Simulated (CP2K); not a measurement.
Consider thiophenol at its PBE geometry (Å).

```xyz
13

S     2.7933   -0.4012   -0.5068
C     1.0641   -0.1739   -0.2001
C     0.2132   -1.2671   -0.4370
C    -1.1588   -1.1478   -0.2105
C    -1.7021    0.0557    0.2489
C    -0.8554    1.1438    0.4802
C     0.5198    1.0355    0.2604
H     3.1766    0.8417   -0.1450
H     0.6262   -2.2096   -0.7973
H    -1.8066   -2.0046   -0.3968
H    -2.7736    0.1456    0.4221
H    -1.2647    2.0898    0.8354
H     1.1679    1.8921    0.4465
```

Method: CP2K XAS_TDP, all-electron GAPW, PBEh(45%), aug-cc-pVDZ, TDA, no relativity.

**Question.** Where do the C K-edge lines lie, and how strong are they?

Leading lines: C2 282.35 eV, C3 281.49 eV, C4 281.40 eV and C5 281.47 eV. The leading line of an atom is its first one with 35 % of the strongest within 2.5 eV of its lowest line over the strength cut. 

The first six lines of each atom with a strength over 0.0015:

| atom | energy (eV) | states | strength, one atom |
| --- | --- | --- | --- |
| C2 (bonded to 2 C and S) | 282.35 | 1 | 0.0560 |
|  | 284.35 | 1 | 0.0339 |
|  | 285.64 | 1 | 0.0041 |
|  | 286.86 | 1 | 0.0015 |
|  | 287.74 | 1 | 0.0038 |
|  | 287.97 | 1 | 0.0020 |
| C3 (bonded to 2 C and H) | 281.49 | 1 | 0.0498 |
|  | 284.21 | 1 | 0.0111 |
|  | 285.13 | 1 | 0.0016 |
|  | 285.32 | 1 | 0.0023 |
|  | 286.16 | 1 | 0.0034 |
|  | 286.91 | 1 | 0.0026 |
| C4 (bonded to 2 C and H) | 281.40 | 1 | 0.0530 |
|  | 284.32 | 1 | 0.0106 |
|  | 285.25 | 1 | 0.0017 |
|  | 286.08 | 2 | 0.0051 |
|  | 286.29 | 1 | 0.0018 |
|  | 287.00 | 1 | 0.0017 |
| C5 (bonded to 2 C and H) | 281.47 | 1 | 0.0510 |
|  | 284.18 | 1 | 0.0098 |
|  | 285.12 | 1 | 0.0020 |
|  | 285.99 | 1 | 0.0025 |
|  | 286.18 | 1 | 0.0019 |
|  | 286.74 | 1 | 0.0045 |

Lines are vertical, at one geometry, with no vibrational structure. Without a correction of the core level, line positions, and the gaps between valence and Rydberg lines, follow the share of exact exchange. At this level such K lines come out 3 to 6 eV under measured ones. Atoms with the same bonds but other surroundings in this conformer are left out. These values hold no scalar relativity, about 0.1 eV for C 1s. Rydberg lines, and the discretised continuum above threshold, depend on the basis and the box.

[Banner, clock and machine lines of the logs are left out without a mark of their own.]

[Logs are printed without paths, hosts, clocks, repeated set-up lines and the standing remarks that a program may print on its own settings, such as how far it seeks lower states.]

[Hosts, paths, dates, database ids (printed as entryN), source tags and the programs' standing remarks are cut or masked in the printed files.]
